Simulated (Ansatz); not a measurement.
# NaFeN (P6_3mc): G0W0 under other settings

Aim: change settings of a G0W0 run on NaFeN (P6_3mc) and see what moves.

Method: G0W0 on PBE, plane waves, PAW; PAW set soft_1, in Ansatz 0.2.0.

In doubt: one-shot GW on d or f shells is unsure, so the values of those runs are not to be relied on.

## (1) Set-up

The structure is hexagonal, space group P6_3mc (No. 186). Conventional cell: a = 2.979 Å, b = 2.979 Å, c = 9.678 Å, α = 90.00°, β = 90.00°, γ = 120.00°. Nearest to Na lie 4 N at 2.55 to 2.95 Å and 3 Fe at 2.91 Å and 6 Na at 2.98 Å. Fe has 3 N at 1.78 Å nearest. N has 3 Fe at 1.78 Å and 4 Na at 2.55 to 2.95 Å nearest. Farther neighbours and most contacts between anions are not listed.

The cell and positions are those that the Materials Project relaxed with its own functionals (PBE, PBE+U or r2SCAN), kept fixed.

## (2) The base run: 6×6×2 mesh, 168 empty bands, screening to 100 eV, PAW set soft_1 files

Now the one-shot GW correction: screening in the RPA, then the self-energy of the levels asked for. This step takes PAW set soft_1 files.

Input file input.yaml:

```yaml
crystal:
  lattice:
    - [2.9791986867, 0.0, 0.0]
    - [-1.4895993434, 2.5800617456, 0.0]
    - [0.0, 0.0, 9.67759076]
  atoms:
    - { symbol: Na, position: [0.66666667, 0.33333333, 0.76069016] }
    - { symbol: Na, position: [0.33333333, 0.66666667, 0.26069016] }
    - { symbol: Fe, position: [0.0, 0.0, 0.51816637] }
    - { symbol: Fe, position: [0.0, 0.0, 0.01816637] }
    - { symbol: "N", position: [0.33333333, 0.66666667, 0.56578347] }
    - { symbol: "N", position: [0.66666667, 0.33333333, 0.06578347] }
kpoints:
  mp_grid: { grid: [6, 6, 2] }
hamiltonian:
  xc: pbe
  pseudopotentials: { kind: paw, azcp: { folder: soft_1 } }
scf:
  occupations: { method: fixed }
gw:
  n_empty_bands: 168
  ecut_chi: 100
  qp_bands: [v2, c2]
  qp_kpoints: band_edges
  screening: { model: contour_deformation }
```

Launch:

```sh
$ ansatz run input.yaml --threads 2 --pin off --max-ram 92160MiB --backend cuda --events-out ev --progress --plain --runs-dir out --devices 1 --max-vram 13GiB
```

Numbers of over 12 decimals in the logs are rounded to 6 here.

Output:

```text
GPUs: using 1 of 1 available (devices: 1).
Engine: ansatz 0.2.0, x86_64-unknown-linux-gnu
Pseudopotentials: kind: paw
Pseudopotential: Na, paw, valence charge 9, recommended cutoff 420 eV (normal), soft_1/Na.paw.azcp
Pseudopotential: Fe, paw, valence charge 16, recommended cutoff 420 eV (normal), soft_1/Fe.paw.azcp
Pseudopotential: N, paw, valence charge 5, recommended cutoff 420 eV (normal), soft_1/N.paw.azcp
Functional definition: PBE
  parameter kappa = 0.804
  parameter beta = 0.066725
  exchange = pbe_x(kappa = kappa, mu = beta*pi^2/3)
  correlation = pbe_c(beta = beta)
device memory: the entry about to start is reckoned to put 1.0 GiB on a device that reports 45.6 GiB free (of which the cap on the GPU budget leaves the run 13.0 GiB)
GPU FFT provider: cuFFT
GPU libraries: cuBLAS 13.8.2, cuFFT 12.4.0, cuSOLVER 12.3.4
Crystal: 6 atoms, lattice volume = 74.387 Å³
Basis set: ecut = 420 eV, 1401 PW (Γ)
Bands: 36, of which v1, the nominal top of the filled ones, is band 30 counted from 1 (29 counted from 0)
Symmetry: 12 space group operations
Space group: P63mc (ITA 186), of the structure as read, at distance tolerance 4.2e-5 Å
k-points: 14 of 72
Non-local potential: Na, projectors of the file, l = 0: 3, l = 1: 2, l = 2: 1
Non-local potential: Fe, projectors of the file, l = 0: 3, l = 1: 2, l = 2: 3, l = 3: 1
Non-local potential: N, projectors of the file, l = 0: 2, l = 1: 2, l = 2: 1
PAW form: soft (Blöchl's): semilocal exchange-correlation on the pseudo side does not see the compensation charge
PAW one-centre angular grid: Na, 110 points (default); XC on 64 Gauss nodes
PAW one-centre angular grid: Fe, 590 points (default); XC on 64 Gauss nodes
PAW one-centre angular grid: N, 110 points (default); XC on 64 Gauss nodes
Initial density: superposition of atomic densities (chi_scale 0.1, normalization cell, long waves kept (reshape's long-wave potential 0.09 eV rms))
Initial wavefunctions: pseudopotential atomic-orbital guess
GPU buffer pool allocated for 28800 grid points (all kernels)
GPU transforms: local potential and band sums: pruned to the plane-wave sphere, on 20×20×72
Functional: x = pbe(κ = 0.804, μ = 0.219515), c = pbe(β = 0.066725)
SCF iter   1: F=—  HF=-12703.154675 eV  |F-HF|=—  |Δ(HF+E_count)|=         —  Δρ=8.00e-2  dr2=2.84e0  ethr=3.10e-3  ⟨swp⟩=4.0  Hψ=1466  notcnv=0  defer=27
preconditioner: auto → Resta (q_TF=auto, 2.632 Å⁻¹)  ε∞=5.1  [insulator: Δε(μ)=0.298 eV  Ē_g=13.390 eV  n_scr=26 (ndim 8)  ℏωp=27.2 eV  f_vac=0.000  ε∞_Penn≈5.1]
SCF iter   2: F=—  HF=-12702.767542 eV  |F-HF|=—  |Δ(HF+E_count)|=   3.87e-1  Δρ=7.51e-2  dr2=3.34e0  ethr=3.10e-3  ⟨swp⟩=2.6  Hψ=964  notcnv=0  defer=40
[...]
k-point 13: bands = [... 26 lower, 9.0497, 9.0497, 9.5778, 9.5778, 10.2607, 10.2607, 11.2590, 11.2590, ... 2 higher]
--- G₀W₀: contour deformation, 8 samples at zero and on the imaginary axis and 1 off it, 72 q-points, 168 empty bands' worth ---
  eigenvalues of the whole cell's RPA ε∞ on this k-mesh (on a slab, of 1 + 4πα/V) = 6.0406, 33.7528, 33.7528; static W/v taken at q = 0 is 0.027015
  bands read: the sum over 198 bands ends inside a degenerate multiplet in 2 slots, whose members it reads at an even weight; the widest, k=1: bands 197 to 200 (counted from 1) at 2/4 each
  gw.qp_kpoints: band_edges: 14 of 14 stored k-points solved, in 1 pass; an edge of the gap read off the rows below is read off those points alone
  `?` marks the rows in doubt; gw_qp.tsv's column doubts and the gw_qp event give each row's grounds
    ik  band        ε_KS         Σx   Σc(E_QP)       V_xc       Z   E_QP_lin       E_QP  E_QP is
     0    29      9.2960   -34.4780     4.9504   -30.3167  0.5763    10.0502    10.0852  root ?
     0    30      9.2960   -34.4780     4.9504   -30.3167  0.5763    10.0502    10.0852  root ?
     0    31     11.7577   -21.8950    -2.8217   -25.4701  0.6528    12.4952    12.5111  root
     0    32     12.4722   -13.2982    -4.0838   -17.7984  0.6614    12.8974    12.8886  root
     1    29      9.2938   -34.4654     4.9496   -30.3041  0.5760    10.0468    10.0822  root ?
     1    30      9.2938   -34.4654     4.9496   -30.3041  0.5760    10.0468    10.0822  root ?
     1    31     12.0136   -18.6657    -3.3737   -22.6242  0.6600    12.6353    12.5985  root
     1    32     12.0136   -18.6657    -3.3737   -22.6242  0.6600    12.6353    12.5985  root
     2    29      9.2779   -31.2024     4.2136   -27.6665  0.5903     9.9296     9.9556  root ?
     2    30      9.5448   -30.9226     3.8242   -27.7658  0.6062    10.1932    10.2124  root
     2    31     11.8944   -20.7018    -3.0437   -24.3716  0.6542    12.5705    12.5205  root
     2    32     12.3510   -15.8152    -4.2301   -20.5593  0.6596    12.8840    12.8649  root
     3    29      9.4393   -31.1444     4.0052   -27.8149  0.6000    10.0929    10.1150  root
[...]
6    29      9.3253   -34.6037     4.6692   -30.7409  0.5866    10.1021    10.1318  root ?
     6    30      9.3258   -34.5966     4.6594   -30.7429  0.5867    10.1020    10.1317  root ?
[...]
7    29      9.3255   -34.6000     4.6642   -30.7419  0.5866    10.1020    10.1317  root ?
[...]
10    29      9.2263   -32.9300     4.3092   -29.3779  0.5872     9.9528     9.9835  root ?
    10    30      9.2408   -32.5926     4.2930   -29.0397  0.5893     9.9519     9.9809  root ?
[...]
11    29      9.2328   -32.7092     4.2743   -29.1821  0.5882     9.9502     9.9801  root ?
    11    30      9.2328   -32.7092     4.2743   -29.1821  0.5882     9.9502     9.9801  root ?
[...]
13    29      9.5778   -29.9869     3.6972   -26.9029  0.6151    10.1757    10.1909  root
    13    30      9.5778   -29.9869     3.6972   -26.9029  0.6151    10.1757    10.1909  root
    13    31     10.2607   -24.8420    -3.5667   -29.3675  0.6233    11.2307    11.2195  root
    13    32     10.2607   -24.8420    -3.5667   -29.3675  0.6233    11.2307    11.2195  root
[key lines of the parts left out:]
SCF converged after 10 iterations
Free energy (F): -12702.303056 eV
Fermi energy:    9.924069 eV
```

Elapsed: 17 s, on 1 × NVIDIA H100 80GB HBM3 (shared by 6 runs) with 2 threads of AMD EPYC 7R13 (Zen 3), shared host; peak memory 1.2 GiB.

The column dr2 measures how far the density is from self-consistency, as an energy; F and HF (Harris–Foulkes) agree once it is small.

Numbers from this step:

```yaml
bands_summed: 198
rpa_eps_infinity_on_this_mesh_eigenvalues: 6.041, 33.75, 33.75
plane_waves_in_the_screening_matrix: 177
q_points_in_the_mesh: 72
g0w0_gap_on_the_mesh: 0.7212 eV
k_of_the_valence_top: 0.1667, 0.1667, 0
k_of_the_conduction_bottom: 0.3333, 0.3333, -0.5
starting_gap_on_the_mesh: 0.3366 eV
z_at_the_valence_top: 0.6371
z_at_the_conduction_bottom: 0.6233
least_direct_g0w0_gap_on_the_computed_points: 1.026 eV
```

The gap on the mesh goes from 0.34 eV to 0.72 eV, a correction of +0.38 eV. Between the two edge states, bare exchange in place of the xc potential would open the gap by 6.34 eV, and correlation takes back 5.96 eV.

## (3) Variant: potentials

Other atomic data (norm-conserving) test the pseudisation: the cutoff goes from 420 to 1240 eV, with the same valence electrons.

This step: G0W0 on PBE, plane waves, norm-conserving pseudopotentials.

input.yaml: that of step 2 with these lines changed.

```diff
@@ -16,3 +16,3 @@
   xc: pbe
-  pseudopotentials: { kind: paw, azcp: { folder: soft_1 } }
+  pseudopotentials: { kind: nc }
 scf:
```

Output:

```text
GPUs: using 1 of 1 available (devices: 1).
[...]
GPU FFT provider: cuFFT
GPU libraries: cuBLAS 13.8.2, cuFFT 12.4.0, cuSOLVER 12.3.4
Crystal: 6 atoms, lattice volume = 74.387 Å³
Basis set: ecut = 1240 eV, 7393 PW (Γ)
Bands: 36, of which v1, the nominal top of the filled ones, is band 30 counted from 1 (29 counted from 0)
Symmetry: 12 space group operations
[...]
k-points: 14 of 72
[...]
GPU buffer pool allocated for 155520 grid points (all kernels)
[...]
SCF iter   1: F=—  HF=-10156.030630 eV  |F-HF|=—  |Δ(HF+E_count)|=         —  Δρ=1.07e-1  dr2=3.33e0  ethr=3.10e-3  ⟨swp⟩=5.2  Hψ=1637  notcnv=0  defer=56
[...]
SCF iter  10: F=-10155.042033 eV  HF=-10155.042033 eV  |F-HF|=5.62e-10  |Δ(HF+E_count)|=   1.98e-8  Δρ=6.20e-6  dr2=1.17e-8  ethr=1.67e-10  ⟨swp⟩=9.6  Hψ=1761  notcnv=0
SCF 1 converged in 10 iterations: F = -10155.042033 eV  dr2 = 1.17e-8
[...]
3    30      9.4997   -31.0857     3.9592   -27.7974  0.5977    10.1477    10.1707  root ?
     3    31     12.1636   -18.1582    -3.5917   -22.2909  0.6549    12.7396    12.7046  root
[...]
6    29      9.4041   -34.4875     4.5789   -30.7090  0.5857    10.1751    10.2046  root ?
[...]
10    29      9.2958   -32.8678     4.2300   -29.3921  0.5848    10.0180    10.0502  root ?
    10    30      9.3091   -32.6280     4.2469   -29.1212  0.5866    10.0189    10.0493  root ?
[...]
11    29      9.3013   -32.7161     4.2165   -29.2463  0.5855    10.0166    10.0481  root ?
    11    30      9.3013   -32.7161     4.2165   -29.2463  0.5855    10.0166    10.0481  root ?
[...]
13    29      9.6452   -29.9695     3.6441   -26.9373  0.6121    10.2404    10.2571  root
    13    30      9.6452   -29.9695     3.6441   -26.9373  0.6121    10.2404    10.2571  root
    13    31     10.2730   -24.9945    -3.5101   -29.4534  0.6207    11.2260    11.2218  root
    13    32     10.2730   -24.9945    -3.5101   -29.4534  0.6207    11.2260    11.2218  root
[key lines of the parts left out:]
SCF converged after 10 iterations
Free energy (F): -10155.042033 eV
Fermi energy:    9.975803 eV
```

Wall time 53 s (1 × NVIDIA H100 80GB HBM3 (shared by 6 runs) with 2 threads); peak memory 1.5 GiB; 80 s of CPU time.

The G0W0 gap on the mesh is 0.678 eV.

Against the base:

```csv
setting,base,variant
files,PAW set soft_1,norm-conserving
```

```csv
quantity,variant,base
starting gap on the mesh,0.297,0.337
G0W0 gap on the mesh,0.678,0.721
least direct G0W0 gap on the computed points,0.962,1.026
Z at the valence top,0.635,0.637
Z at the conduction bottom,0.621,0.623
```

## (4) Variant: potentials

This step: G0W0 on PBE, plane waves, PAW.

input.yaml: that of step 3 with these lines changed.

```diff
@@ -16,3 +16,3 @@
   xc: pbe
-  pseudopotentials: { kind: nc }
+  pseudopotentials: { kind: paw, source: ansatz }
 scf:
```

Output:

```text
GPUs: using 1 of 1 available (devices: 1).
[...]
GPU FFT provider: cuFFT
GPU libraries: cuBLAS 13.8.2, cuFFT 12.4.0, cuSOLVER 12.3.4
Crystal: 6 atoms, lattice volume = 74.387 Å³
Basis set: ecut = 870 eV, 4313 PW (Γ)
Bands: 36, of which v1, the nominal top of the filled ones, is band 30 counted from 1 (29 counted from 0)
Symmetry: 12 space group operations
[...]
k-points: 14 of 72
[...]
GPU buffer pool allocated for 139968 grid points (all kernels)
[...]
SCF iter   1: F=—  HF=-12708.002559 eV  |F-HF|=—  |Δ(HF+E_count)|=         —  Δρ=9.22e-2  dr2=3.61e0  ethr=3.10e-3  ⟨swp⟩=4.0  Hψ=1476  notcnv=0  defer=33
[...]
SCF iter  10: F=-12707.067860 eV  HF=-12707.067860 eV  |F-HF|=1.75e-8  |Δ(HF+E_count)|=   2.85e-8  Δρ=7.63e-6  dr2=2.97e-8  ethr=1.67e-10  ⟨swp⟩=7.2  Hψ=1441  notcnv=0
SCF 1 converged in 10 iterations: F = -12707.067860 eV  dr2 = 2.97e-8
[...]
6    30      9.3714   -34.5924     4.6440   -30.7369  0.5856    10.1298    10.1600  root ?
[...]
7    29      9.3710   -34.5957     4.6488   -30.7357  0.5856    10.1298    10.1600  root ?
     7    30      9.3710   -34.5957     4.6488   -30.7357  0.5856    10.1298    10.1600  root ?
[...]
10    29      9.2703   -32.9429     4.2991   -29.3857  0.5873     9.9825    10.0122  root ?
    10    30      9.2840   -32.6159     4.2842   -29.0570  0.5893     9.9813    10.0094  root ?
[...]
11    29      9.2765   -32.7305     4.2670   -29.1958  0.5884     9.9801    10.0088  root ?
    11    30      9.2765   -32.7305     4.2670   -29.1958  0.5884     9.9801    10.0088  root ?
[...]
13    29      9.6191   -30.0105     3.6979   -26.9122  0.6152    10.2041    10.2187  root
    13    30      9.6191   -30.0105     3.6979   -26.9122  0.6152    10.2041    10.2187  root
    13    31     10.3039   -24.8344    -3.5657   -29.3413  0.6235    11.2553    11.2451  root
    13    32     10.3039   -24.8344    -3.5657   -29.3413  0.6235    11.2553    11.2451  root
[key lines of the parts left out:]
SCF converged after 10 iterations
Free energy (F): -12707.067860 eV
Fermi energy:    9.965890 eV
```

It took 43 s on 1 × NVIDIA H100 80GB HBM3 (shared by 6 runs) with 2 threads; peak memory 1.4 GiB.

The G0W0 gap on the mesh is 0.719 eV.

Against the base:

```csv
setting,base,variant
files,PAW set soft_1,hard PAW
```

```
                                    quantity  variant   base
                    starting gap on the mesh    0.338  0.337
                        G0W0 gap on the mesh    0.719  0.721
least direct G0W0 gap on the computed points    1.024  1.026
                        Z at the valence top    0.637  0.637
                  Z at the conduction bottom    0.623  0.623
```

## (5) Variant: frequency model

A plasmon pole stands in for the full frequency dependence of the screening; this run shows what that costs in accuracy.

This step: G0W0 on PBE, plane waves, PAW; PAW set soft_1.

input.yaml: that of step 4 with these lines changed.

```diff
@@ -16,3 +16,3 @@
   xc: pbe
-  pseudopotentials: { kind: paw, source: ansatz }
+  pseudopotentials: { kind: paw, azcp: { folder: soft_1 } }
 scf:
@@ -24,2 +24,2 @@
   qp_kpoints: band_edges
-  screening: { model: contour_deformation }
+  screening: { model: godby_needs }
```

Output:

```text
GPUs: using 1 of 1 available (devices: 1).
[...]
GPU FFT provider: cuFFT
GPU libraries: cuBLAS 13.8.2, cuFFT 12.4.0, cuSOLVER 12.3.4
Crystal: 6 atoms, lattice volume = 74.387 Å³
Basis set: ecut = 420 eV, 1401 PW (Γ)
Bands: 36, of which v1, the nominal top of the filled ones, is band 30 counted from 1 (29 counted from 0)
Symmetry: 12 space group operations
[...]
k-points: 14 of 72
[...]
GPU buffer pool allocated for 28800 grid points (all kernels)
[...]
SCF iter   1: F=—  HF=-12703.154675 eV  |F-HF|=—  |Δ(HF+E_count)|=         —  Δρ=8.00e-2  dr2=2.84e0  ethr=3.10e-3  ⟨swp⟩=4.0  Hψ=1466  notcnv=0  defer=27
[...]
SCF iter  10: F=-12702.303056 eV  HF=-12702.303056 eV  |F-HF|=4.63e-8  |Δ(HF+E_count)|=   3.28e-8  Δρ=8.97e-6  dr2=4.89e-8  ethr=1.67e-10  ⟨swp⟩=7.9  Hψ=1528  notcnv=0
SCF 1 converged in 10 iterations: F = -12702.303056 eV  dr2 = 4.89e-8
[...]
0    29      9.2960   -34.4780     5.0705   -30.3167  0.6951    10.1991    10.2052  root
     0    30      9.2960   -34.4780     5.0705   -30.3167  0.6951    10.1991    10.2052  root
     0    31     11.7577   -21.8950    -2.7136   -25.4701  0.7317    12.6229    12.6192  root
     0    32     12.4722   -13.2982    -3.9902   -17.7984  0.7589    12.9839    12.9823  root
     1    29      9.2938   -34.4654     5.0694   -30.3041  0.6952    10.1958    10.2019  root
     1    30      9.2938   -34.4654     5.0694   -30.3041  0.6952    10.1958    10.2019  root
     1    31     12.0136   -18.6657    -3.2347   -22.6242  0.7425    12.7403    12.7374  root
     1    32     12.0136   -18.6657    -3.2347   -22.6242  0.7425    12.7403    12.7374  root
[...]
13    29      9.5778   -29.9869     3.7785   -26.9029  0.7141    10.2694    10.2722  root
    13    30      9.5778   -29.9869     3.7785   -26.9029  0.7141    10.2694    10.2722  root
    13    31     10.2607   -24.8420    -3.4073   -29.3675  0.7096    11.3849    11.3789  root
    13    32     10.2607   -24.8420    -3.4073   -29.3675  0.7096    11.3849    11.3789  root
[key lines of the parts left out:]
SCF converged after 10 iterations
Free energy (F): -12702.303056 eV
Fermi energy:    9.924069 eV
```

The job ended after 21 s (1 × NVIDIA H100 80GB HBM3 (shared by 6 runs) with 2 threads; peak memory 1.3 GiB; 30 s of CPU time).

The G0W0 gap on the mesh is 0.803 eV.

Against the base:

```
        setting                 base       variant
frequency model  contour deformation  plasmon pole
```

```csv
quantity,variant,base
starting gap on the mesh,0.337,0.337
G0W0 gap on the mesh,0.803,0.721
least direct G0W0 gap on the computed points,1.104,1.026
Z at the valence top,0.723,0.637
Z at the conduction bottom,0.710,0.623
```

## (6) What came out

```yaml
base: 0.72 eV, 17 s
potentials: 0.68 eV, 53 s
potentials: 0.72 eV, 43 s
frequency_model: 0.80 eV, 21 s
```

What this shows: Potentials: the gap moves by −0.04 eV and the time by a factor of 3.1 (the plane-wave cutoff goes from 420 to 1240 eV). Potentials: the gap moves by −0.002 eV and the time by a factor of 2.5 (the plane-wave cutoff goes from 420 to 870 eV). Frequency model: the gap moves by +0.08 eV. All runs here use a coarse mesh and modest cutoffs; they test settings and are not final values. The 6×6×2 mesh is coarse for this cell (its supercell is 18 Å along the shortest edge). The RPA ε∞ on it, from the PBE start, is 6.04 and 33.75; such meshes misread the long-range screening, most where the gap is narrow. The runs have no spin polarisation. For a closed low-spin shell that is the natural state; where a d or f shell is open it is a constraint, and the gap is then not the crystal's own. With d states at the gap, one-shot GW leans hard on its start.

[Paths, hosts, dates, memory and timing lines, banners, echoed tables and standing remarks are left out of the program output.]

[Logs are printed without paths, hosts, clocks, repeated set-up lines and the standing remarks that a program may print on its own settings, such as how far it seeks lower states.]

[Runs of the session that timed out or met a known fault of the program may be left out.]

[Cells called generated may have been cut or substituted from an entry of the Crystallography Open Database or the Materials Project.]

[Hosts, paths, dates, database ids (printed as entryN), source tags and the programs' standing remarks are cut or masked in the printed files.]
